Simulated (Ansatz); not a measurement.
# F on Pd(111): change of the work function

How does F on the fcc site change the work function of Pd(111) as the layer fills?

Calculated with Ansatz 0.2.0; plane-wave DFT, PBE, Ansatz PAW.

**1. Set-up**

The cell holds 4 atoms: 4 Pd. Cell: a = 2.751 Å, b = 2.751 Å, c = 24.738 Å, α = 90.0°, β = 90.0°, γ = 60.0°. Vacuum lies along c.

**2. The clean slab**

The bare slab comes first, as the zero from which every change is counted. The two lowest layers are held at bulk places and the upper ones relax. The dipole correction removes the false field that a one-sided slab makes across the periodic vacuum, so each face gets a flat vacuum level of its own.

Contents of input.yaml:

```yaml
crystal:
  lattice:
    - [2.7506453788, 0.0, 0.0]
    - [1.3753226894, 2.3821287749, 0.0]
    - [0.0, 0.0, 24.7376776414]
  atoms:
    - { symbol: Pd, position: [0.0, 0.0, 0.3638174986] }
    - { symbol: Pd, position: [0.3333333333, 0.3333333333, 0.4546058329] }
    - { symbol: Pd, position: [0.6666666667, 0.6666666667, 0.5453941671] }
    - { symbol: Pd, position: [0.0, 0.0, 0.6361825014] }
kpoints:
  mp_grid: { grid: [12, 12, 1] }
hamiltonian:
  xc: pbe
scf:
  occupations: { method: fermi_dirac, width: 0.1 }
  convergence: { dr2_threshold: 1.0e-08 }
efield:
  axis: 3
  dipole_correction: true
  ramp_position: 0.97
  ramp_width: 0.06
relax:
  f_tol: 0.02
  max_steps: 60
  constraints: [{ sites: [0, 1] }]
output:
  write_potential: true
  write_density: true
  volumetric_format: npy
```

Launch:

```sh
ansatz run input.yaml --threads 4 --pin off --max-ram 6144MiB --backend cpu --events-out ev --progress --plain --runs-dir out
```

Numbers of over 12 decimals in the logs are rounded to 6 here.

The log of the run:

```text
Engine: ansatz 0.2.0, aarch64-unknown-linux-gnu
Pseudopotentials: kind: paw
Pseudopotential: Pd, paw, valence charge 18, recommended cutoff 420 eV (normal), Pd.paw.azcp
Functional definition: PBE
  parameter kappa = 0.804
  parameter beta = 0.066725
  exchange = pbe_x(kappa = kappa, mu = beta*pi^2/3)
  correlation = pbe_c(beta = beta)
Crystal: 4 atoms, lattice volume = 162.091 Å³
Basis set: ecut = 420 eV, 3173 PW (Γ), exchange–correlation on 40×40×360 points (8 copies of the dense FFT grid, shifted against one another)
Bands: 44, of which v1, the nominal top of the filled ones, is band 36 counted from 1 (35 counted from 0)
Symmetry: 6 space group operations
k-points: 19 of 144 (time reversal used)
Non-local potential: Pd, projectors of the file, l = 0: 2, l = 1: 2, l = 2: 2, l = 3: 1
PAW form: soft (Blöchl's): semilocal exchange-correlation on the pseudo side does not see the compensation charge
PAW one-centre angular grid: Pd, 590 points (default); XC on 64 Gauss nodes
Initial density: superposition of atomic densities (neutral atoms: chi_scale 0, normalization atom), corrected by the library's trained network
Initial wavefunctions: pseudopotential atomic-orbital guess
Functional: x = pbe(κ = 0.804, μ = 0.219515), c = pbe(β = 0.066725)
SCF iter   1: F=—  HF=-27890.455168 eV  |F-HF|=—  |Δ(HF+E_count)|=         —  Δρ=1.07e-2  dr2=1.28e0  ethr=1.77e-3  p=0.000 e·Å  D=6.33e-14 V/Å  ΔV_dip=-0.00 eV  dr2_dipole=3.98e-8  V_vac-E_F(+/−)=4.91/4.91 eV  ⟨swp⟩=8.8  Hψ=3801  notcnv=0  defer=5
efield: sawtooth ramp at fractional position 0.9700 (set: `efield.ramp_position`, or a place that a band, a saddle search or an elastic batch's reference lends), width 0.0600; the density the first Hamiltonian is built on has a dipole p = 0.000 e·Å; the dipole correction subtracts the counter field D = 6.33e-14 V/Å, which shifts the + side's vacuum level by -0.00 eV against the − side's; the planar-averaged density in the ramp window peaks in size at 1.0e-5 e/Å³
preconditioner: auto → LDOS  [metal: Δε(μ)=0.013 eV  Ē_g=7.392 eV  σ=0.100 eV  W_gap=0.03  n_scr=18 (ndim 8)  ℏωp=18.4 eV  f_vac=0.591  D(μ)=8.60/eV (n_scr^D=102)  β→1.0]
SCF iter   2: F=—  HF=-27890.433595 eV  |F-HF|=—  |Δ(HF+E_count)|=   2.16e-2  Δρ=7.31e-3  dr2=1.75e-1  ethr=1.77e-3  p=0.000 e·Å  D=1.46e-6 V/Å  ΔV_dip=-0.00 eV  dr2_dipole=8.38e-8  V_vac-E_F(+/−)=5.24/5.24 eV  ⟨swp⟩=2.3  Hψ=1056  notcnv=0  defer=19
SCF iter   3: F=—  HF=-27890.425870 eV  |F-HF|=—  |Δ(HF+E_count)|=   7.72e-3  Δρ=2.98e-3  dr2=1.13e-1  ethr=2.44e-4  p=-0.000 e·Å  D=-3.11e-6 V/Å  ΔV_dip=0.00 eV  dr2_dipole=6.94e-8  V_vac-E_F(+/−)=5.17/5.17 eV  ⟨swp⟩=2.2  Hψ=1106  notcnv=0  defer=23
SCF iter   4: F=—  HF=-27890.422740 eV  |F-HF|=—  |Δ(HF+E_count)|=   3.13e-3  Δρ=6.69e-4  dr2=1.33e-3  ethr=1.57e-4  p=-0.000 e·Å  D=-9.09e-6 V/Å  ΔV_dip=0.00 eV  dr2_dipole=1.18e-8  V_vac-E_F(+/−)=5.25/5.25 eV  ⟨swp⟩=1.6  Hψ=832  notcnv=0  defer=23
SCF iter   5: F=—  HF=-27890.423181 eV  |F-HF|=—  |Δ(HF+E_count)|=   4.40e-4  Δρ=1.74e-4  dr2=5.12e-5  ethr=1.85e-6  p=-0.000 e·Å  D=-1.19e-6 V/Å  ΔV_dip=0.00 eV  dr2_dipole=2.19e-10  V_vac-E_F(+/−)=5.25/5.25 eV  ⟨swp⟩=2.1  Hψ=1258  notcnv=0  defer=23
SCF iter   6: F=—  HF=-27890.423228 eV  |F-HF|=—  |Δ(HF+E_count)|=   4.68e-5  Δρ=4.92e-5  dr2=8.06e-6  ethr=7.11e-8  p=-0.000 e·Å  D=-9.58e-7 V/Å  ΔV_dip=0.00 eV  dr2_dipole=4.40e-11  V_vac-E_F(+/−)=5.24/5.24 eV  ⟨swp⟩=2.4  Hψ=1396  notcnv=0  defer=23
SCF iter   7: F=—  HF=-27890.423234 eV  |F-HF|=—  |Δ(HF+E_count)|=   6.22e-6  Δρ=1.81e-5  dr2=4.03e-7  ethr=1.12e-8  p=-0.000 e·Å  D=-6.40e-7 V/Å  ΔV_dip=0.00 eV  dr2_dipole=5.42e-12  V_vac-E_F(+/−)=5.24/5.24 eV  ⟨swp⟩=3.2  Hψ=1490  notcnv=0  defer=20
SCF iter   8: F=—  HF=-27890.423235 eV  |F-HF|=—  |Δ(HF+E_count)|=   1.67e-6  Δρ=6.07e-6  dr2=5.45e-8  ethr=5.59e-10  p=-0.000 e·Å  D=-2.91e-7 V/Å  ΔV_dip=0.00 eV  dr2_dipole=1.87e-13  V_vac-E_F(+/−)=5.24/5.24 eV  ⟨swp⟩=2.6  Hψ=1481  notcnv=0  defer=20
SCF iter   9: F=-27890.423236 eV  HF=-27890.423236 eV  |F-HF|=1.11e-8  |Δ(HF+E_count)|=   2.60e-7  Δρ=1.39e-6  dr2=5.22e-9  ethr=1.39e-11  p=-0.000 e·Å  D=-1.16e-7 V/Å  ΔV_dip=0.00 eV  dr2_dipole=3.34e-13  V_vac-E_F(+/−)=5.24/5.24 eV  ⟨swp⟩=9.9  Hψ=5842  notcnv=0
SCF 1 converged in 9 iterations: F = -27890.423236 eV  dr2 = 5.22e-9
  greatest PAW one-centre occupation: 0.999 electrons in one spin orbital (limit 2), on the Pd atom at site 3 (counted from 0), in its partial waves of l = 0
relax step   1: F+E_penalty+E_count = -27890.42323570 eV  Δ(F+E_penalty+E_count) = +0.000e0 eV  max|allowed force component| = 3.166e-1 eV/Å  Δτ_max = 0.0000 Å  (9 SCF iters, accepted)
Initial density: handed on by an earlier stage of this run
Initial wavefunctions: those handed on with the density
iter 1 solved again at ethr=2.12e-4 eV; its pass at ethr=3.10e-3 eV (dr2=1.53e-1 eV) is discarded
SCF iter   1: F=—  HF=-27890.473022 eV  |F-HF|=—  |Δ(HF+E_count)|=         —  Δρ=1.03e-2  dr2=1.69e-1  ethr=2.12e-4  p=-0.000 e·Å  D=-1.13e-6 V/Å  ΔV_dip=0.00 eV  dr2_dipole=2.24e-3  V_vac-E_F(+/−)=5.27/5.27 eV  ⟨swp⟩=1.9  Hψ=3276  notcnv=0  defer=23
efield: sawtooth ramp at fractional position 0.9700 (set: `efield.ramp_position`, or a place that a band, a saddle search or an elastic batch's reference lends), width 0.0600; the density the first Hamiltonian is built on has a dipole p = -0.000 e·Å; the dipole correction subtracts the counter field D = -1.13e-6 V/Å, which shifts the + side's vacuum level by +0.00 eV against the − side's; the planar-averaged density in the ramp window peaks in size at 5.9e-6 e/Å³
preconditioner: auto → LDOS  [metal: Δε(μ)=0.027 eV  Ē_g=7.480 eV  σ=0.100 eV  W_gap=0.07  n_scr=18 (ndim 8)  ℏωp=18.4 eV  f_vac=0.586  D(μ)=8.63/eV (n_scr^D=102)  β→1.0]
SCF iter   2: F=—  HF=-27890.485262 eV  |F-HF|=—  |Δ(HF+E_count)|=   1.22e-2  Δρ=8.04e-3  dr2=2.31e-1  ethr=2.12e-4  p=0.009 e·Å  D=1.02e-2 V/Å  ΔV_dip=-0.25 eV  dr2_dipole=2.06e-2  V_vac-E_F(+/−)=5.00/5.25 eV  ⟨swp⟩=3.1  Hψ=1628  notcnv=0  defer=23
SCF iter   3: F=—  HF=-27890.436933 eV  |F-HF|=—  |Δ(HF+E_count)|=   4.83e-2  Δρ=1.43e-3  dr2=7.38e-3  ethr=2.12e-4  p=-0.000 e·Å  D=-2.15e-5 V/Å  ΔV_dip=0.00 eV  dr2_dipole=1.42e-3  V_vac-E_F(+/−)=5.26/5.25 eV  ⟨swp⟩=2.2  Hψ=1432  notcnv=0  defer=23
SCF iter   4: F=—  HF=-27890.436372 eV  |F-HF|=—  |Δ(HF+E_count)|=   5.61e-4  Δρ=7.26e-4  dr2=1.35e-3  ethr=1.03e-5  p=-0.000 e·Å  D=-2.56e-4 V/Å  ΔV_dip=0.01 eV  dr2_dipole=1.69e-4  V_vac-E_F(+/−)=5.26/5.25 eV  ⟨swp⟩=2.6  Hψ=1517  notcnv=0  defer=23
[...]
SCF iter   9: F=—  HF=-27890.436094 eV  |F-HF|=—  |Δ(HF+E_count)|=   2.66e-6  Δρ=6.84e-6  dr2=2.04e-7  ethr=3.68e-9  p=-0.001 e·Å  D=-1.18e-3 V/Å  ΔV_dip=0.03 eV  dr2_dipole=1.76e-9  V_vac-E_F(+/−)=5.28/5.25 eV  ⟨swp⟩=1.6  Hψ=936  notcnv=0  defer=23
SCF iter  10: F=—  HF=-27890.436094 eV  |F-HF|=—  |Δ(HF+E_count)|=   1.41e-7  Δρ=2.35e-6  dr2=2.46e-8  ethr=2.84e-10  p=-0.001 e·Å  D=-1.18e-3 V/Å  ΔV_dip=0.03 eV  dr2_dipole=5.37e-10  V_vac-E_F(+/−)=5.28/5.25 eV  ⟨swp⟩=1.9  Hψ=1002  notcnv=0  defer=23
SCF iter  11: F=-27890.436094 eV  HF=-27890.436094 eV  |F-HF|=3.74e-9  |Δ(HF+E_count)|=   2.10e-8  Δρ=9.18e-7  dr2=4.35e-9  ethr=1.39e-11  p=-0.001 e·Å  D=-1.17e-3 V/Å  ΔV_dip=0.03 eV  dr2_dipole=3.31e-12  V_vac-E_F(+/−)=5.28/5.25 eV  ⟨swp⟩=9.2  Hψ=5443  notcnv=0
SCF 2 converged in 11 iterations: F = -27890.436094 eV  dr2 = 4.35e-9
  greatest PAW one-centre occupation: 0.999 electrons in one spin orbital (limit 2), on the Pd atom at site 0 (counted from 0), in its partial waves of l = 0
relax step   2: F+E_penalty+E_count = -27890.43609399 eV  Δ(F+E_penalty+E_count) = -1.286e-2 eV  max|allowed force component| = 1.195e-1 eV/Å  Δτ_max = 0.1491 Å  (11 SCF iters, accepted)
SCF iter   1: F=—  HF=-27890.441869 eV  |F-HF|=—  |Δ(HF+E_count)|=         —  Δρ=3.46e-3  dr2=5.32e-2  ethr=1.86e-4  p=-0.001 e·Å  D=-1.17e-3 V/Å  ΔV_dip=0.03 eV  dr2_dipole=1.25e-2  V_vac-E_F(+/−)=5.27/5.24 eV  ⟨swp⟩=3.7  Hψ=1882  notcnv=0  defer=23
efield: sawtooth ramp at fractional position 0.9700 (set: `efield.ramp_position`, or a place that a band, a saddle search or an elastic batch's reference lends), width 0.0600; the density the first Hamiltonian is built on has a dipole p = -0.001 e·Å; the dipole correction subtracts the counter field D = -1.17e-3 V/Å, which shifts the + side's vacuum level by +0.03 eV against the − side's; the planar-averaged density in the ramp window peaks in size at 4.1e-6 e/Å³
preconditioner: auto → LDOS  [metal: Δε(μ)=0.005 eV  Ē_g=7.445 eV  σ=0.100 eV  W_gap=0.01  n_scr=18 (ndim 8)  ℏωp=18.4 eV  f_vac=0.586  D(μ)=8.75/eV (n_scr^D=102)  β→1.0]
SCF iter   2: F=—  HF=-27890.442579 eV  |F-HF|=—  |Δ(HF+E_count)|=   7.10e-4  Δρ=2.46e-3  dr2=2.49e-2  ethr=7.39e-5  p=-0.004 e·Å  D=-4.16e-3 V/Å  ΔV_dip=0.10 eV  dr2_dipole=3.71e-3  V_vac-E_F(+/−)=5.35/5.25 eV  ⟨swp⟩=2.0  Hψ=1476  notcnv=0  defer=23
SCF iter   3: F=—  HF=-27890.438253 eV  |F-HF|=—  |Δ(HF+E_count)|=   4.33e-3  Δρ=5.40e-4  dr2=2.62e-3  ethr=3.45e-5  p=-0.001 e·Å  D=-7.90e-4 V/Å  ΔV_dip=0.02 eV  dr2_dipole=6.99e-4  V_vac-E_F(+/−)=5.27/5.25 eV  ⟨swp⟩=2.0  Hψ=1237  notcnv=0  defer=23
SCF iter   4: F=—  HF=-27890.438155 eV  |F-HF|=—  |Δ(HF+E_count)|=   9.79e-5  Δρ=2.67e-4  dr2=2.39e-4  ethr=3.65e-6  p=-0.001 e·Å  D=-8.37e-4 V/Å  ΔV_dip=0.02 eV  dr2_dipole=2.30e-5  V_vac-E_F(+/−)=5.27/5.25 eV  ⟨swp⟩=2.1  Hψ=1201  notcnv=0  defer=23
SCF iter   5: F=—  HF=-27890.438115 eV  |F-HF|=—  |Δ(HF+E_count)|=   3.95e-5  Δρ=6.91e-5  dr2=2.80e-5  ethr=3.32e-7  p=-0.001 e·Å  D=-7.61e-4 V/Å  ΔV_dip=0.02 eV  dr2_dipole=4.25e-6  V_vac-E_F(+/−)=5.27/5.25 eV  ⟨swp⟩=2.0  Hψ=1164  notcnv=0  defer=23
SCF iter   6: F=—  HF=-27890.438110 eV  |F-HF|=—  |Δ(HF+E_count)|=   5.40e-6  Δρ=3.89e-5  dr2=5.55e-6  ethr=3.89e-8  p=-0.001 e·Å  D=-7.43e-4 V/Å  ΔV_dip=0.02 eV  dr2_dipole=8.72e-8  V_vac-E_F(+/−)=5.27/5.25 eV  ⟨swp⟩=2.1  Hψ=1071  notcnv=0  defer=23
SCF iter   7: F=—  HF=-27890.438111 eV  |F-HF|=—  |Δ(HF+E_count)|=   7.73e-7  Δρ=2.04e-5  dr2=2.13e-6  ethr=7.71e-9  p=-0.001 e·Å  D=-7.64e-4 V/Å  ΔV_dip=0.02 eV  dr2_dipole=4.51e-11  V_vac-E_F(+/−)=5.27/5.25 eV  ⟨swp⟩=1.5  Hψ=905  notcnv=0  defer=23
SCF iter   8: F=—  HF=-27890.438111 eV  |F-HF|=—  |Δ(HF+E_count)|=   1.24e-7  Δρ=8.84e-6  dr2=3.85e-7  ethr=2.96e-9  p=-0.001 e·Å  D=-7.82e-4 V/Å  ΔV_dip=0.02 eV  dr2_dipole=1.60e-10  V_vac-E_F(+/−)=5.27/5.25 eV  ⟨swp⟩=1.6  Hψ=876  notcnv=0  defer=23
SCF iter   9: F=—  HF=-27890.438111 eV  |F-HF|=—  |Δ(HF+E_count)|=   1.19e-7  Δρ=2.87e-6  dr2=3.19e-8  ethr=5.34e-10  p=-0.001 e·Å  D=-7.82e-4 V/Å  ΔV_dip=0.02 eV  dr2_dipole=8.38e-11  V_vac-E_F(+/−)=5.27/5.25 eV  ⟨swp⟩=1.4  Hψ=891  notcnv=0  defer=23
SCF iter  10: F=-27890.438111 eV  HF=-27890.438111 eV  |F-HF|=9.16e-9  |Δ(HF+E_count)|=   6.29e-8  Δρ=1.13e-6  dr2=4.89e-9  ethr=1.39e-11  p=-0.001 e·Å  D=-7.77e-4 V/Å  ΔV_dip=0.02 eV  dr2_dipole=2.98e-11  V_vac-E_F(+/−)=5.27/5.25 eV  ⟨swp⟩=9.2  Hψ=5458  notcnv=0
SCF 3 converged in 10 iterations: F = -27890.438111 eV  dr2 = 4.89e-9
relax step   3: F+E_penalty+E_count = -27890.43811104 eV  Δ(F+E_penalty+E_count) = -2.017e-3 eV  max|allowed force component| = 1.002e-2 eV/Å  Δτ_max = 0.0431 Å  (10 SCF iters, accepted)
NSCF: frozen V_eff on 19 k-points
the band table was solved once a step of the walk had ended and its energy, with any forces and stress, was formed, with the checks that follow a solve (4649 applications of the Hamiltonian). They found nothing against the state; the energy, forces and stress were not computed again (output.eigenvalues in the input reference)
WARN: The input density's exchange-correlation potential varies sharply where the density is thin. Do not read a vacuum level from v_tot or v_xc, or from such a field of the output density. On a cell that repeats whose density bears no net charge and no dipole along the vacuum's axis use v_es (v_loc + v_h of the components); under efield.dipole_correction with no amplitude use v_es + v_field, which holds any external [...]
SCF converged after 10 iterations
Free energy (F): -27890.438111 eV
Harris-Foulkes:  -27890.438111 eV  (|F-HF|=9.16e-9)
Internal energy: -27890.160758 eV  (E = F + TS)
E sigma→0 (E₀):  -27890.299434 eV
Entropy (-TS):   -0.277353 eV (-69.338 meV/atom)
Fermi energy:    3.865219 eV
Dipole field:    D = -0.000785 V/Å  (p = -0.000703 e·Å, saw-weighted, corrected)
Work function:   Φ+ = 5.2682 eV   Φ− = 5.2488 eV
Levels:          The Fermi level and band energies are counted from a zero that moves with the ramp; work functions are not
--- Per-component energies (eV) ---
  E_band       = -1676.700702
  E_kinetic    = 2053.458325
  E_local      = -127765.330083  (includes V_loc(G=0)·N_el)
  E_nonlocal   = 869.748792
  E_hartree    = 62664.015493
  E_xc         = -672.789627
  E_vxc        = -843.766960  (∫ρ·V_xc dr)
  E_paw        = -15001.631603  (= ΣΔE_a)
  E_vpaw       = -1318.850886  (= ΣTr[D̂ρ^β])
  E_aug_tail   = 0.000881  (compensation charges beyond the density's cutoff)
  E_efield     = 0.000000  (sawtooth field / dipole correction)
  E_vefield    = 0.002178  (∫n·V_field dr)
  E_ewald      = 49962.367064
  E_smearing   = -0.277353  (= −TS)
  E_closure    = 0.000000  (closes the sum)
  Σ components = -27890.438111   (vs F -27890.438111, Δ=0.00e0)
--- Forces (eV/Å), atoms counted from 1 ---
  atom   1  Pd     0.00000000    -0.00000000    -0.31322261
  atom   2  Pd     0.00000000    -0.00000000     0.30972249
  atom   3  Pd     0.00000000     0.00000000    -0.00649871
  atom   4  Pd    -0.00000000     0.00000000     0.01001647
  max |Σ_I F_I| component: 1.76e-5 eV/Å
--- Band table (eV; the first three rows and the last of 19) ---
  k-point 0: bands = [... 32 lower, 2.6989, 2.9476, 2.9476, 3.4679, 3.4679, 3.7710, 3.7710, 4.2819, ... 4 higher]
  k-point 1: bands = [... 32 lower, 2.6192, 2.9508, 2.9602, 3.1225, 3.4642, 3.5262, 3.7785, 4.8762, ... 4 higher]
  k-point 2: bands = [... 32 lower, 2.5130, 2.5291, 2.9094, 2.9320, 3.4494, 3.7948, 4.0102, 5.8227, ... 4 higher]
  k-point 18: bands = [... 32 lower, 3.3435, 3.5770, 3.6104, 3.6222, 10.1875, 10.3728, 10.3815, 11.0947, ... 4 higher]
--- Relaxed structure (3 steps of the walk, 3 accepted, 0 SCFs on fresh bases) ---
  F+E_penalty+E_count = -27890.43811104 eV   max|allowed force component| = 1.002e-2 eV/Å
  atoms:
    - { symbol: Pd, position: [0.0, 0.0, 0.3638174986] }
    - { symbol: Pd, position: [0.333333, 0.333333, 0.454606] }
    - { symbol: Pd, position: [0.666667, 0.666667, 0.547339] }
    - { symbol: Pd, position: [0, 0, 0.640465] }
```

Wall time 11 s (4 threads of Arm Neoverse V2, shared host); peak memory 0.48 GiB; 40 s of CPU time.

Step by step:

```csv
step,energy less that of the first step (eV),largest force component (eV/Å)
1,0.0000,0.3166
2,-0.0129,0.1195
3,-0.0149,0.0100
```

Forces are held to the 6 operations that the run works with; a distortion that breaks them can't arise in this run.

The atoms that moved most (Å):

```csv
atom,dx,dy,dz,length
Pd4,0.000,0.000,0.106,0.106
Pd3,0.000,0.000,0.048,0.048
```

Final coordinates:

```xyz
4
Lattice="2.7506 0.0000 0.0000 1.3753 2.3821 0.0000 0.0000 0.0000 24.7377" Properties=species:S:1:pos:R:3
Pd    0.0000    0.0000    9.0000
Pd    1.3753    0.7940   11.2459
Pd    2.7506    1.5881   13.5399
Pd    0.0000    0.0000   15.8436
```

Numbers from this step:

```yaml
energy_at_zero_smearing: -27890.2994 eV
work_function_upper_face: 5.268 eV
dipole_along_the_normal: -7.03e-4 e·Å
```

Running mean over 2.246 Å of the planar mean; the ramp of the sawtooth is left out. Electron's electrostatic potential energy less the Fermi level against z:

```csv
z (Å),electron's electrostatic potential energy less the Fermi level (eV)
4,5.25
5,5.25
6,5.19
7,4.40
8,-3.11
9,-8.25
10,-8.48
11,-8.56
12,-8.24
13,-8.35
14,-8.28
15,-7.94
16,-8.01
17,-1.45
18,4.73
19,5.23
20,5.27
21,5.27
```

The relaxation took 3 steps and lowered the energy by 0.015 eV; the largest force on the free atoms ends at 0.010 eV/Å.

The work function of the upper face is 5.27 eV.

(Continued in part 2 of 3.)

[Logs are printed without paths, hosts, clocks, repeated set-up lines and the standing remarks that a program may print on its own settings, such as how far it seeks lower states.]

[Hosts, paths, dates, database ids (printed as entryN), source tags and the programs' standing remarks are cut or masked in the printed files.]

[Maps of the electrostatic potential energy from Ansatz leave out the sawtooth potential of an applied field or a dipole correction, so their vacuum need not be flat; planar profiles and work functions include it.]
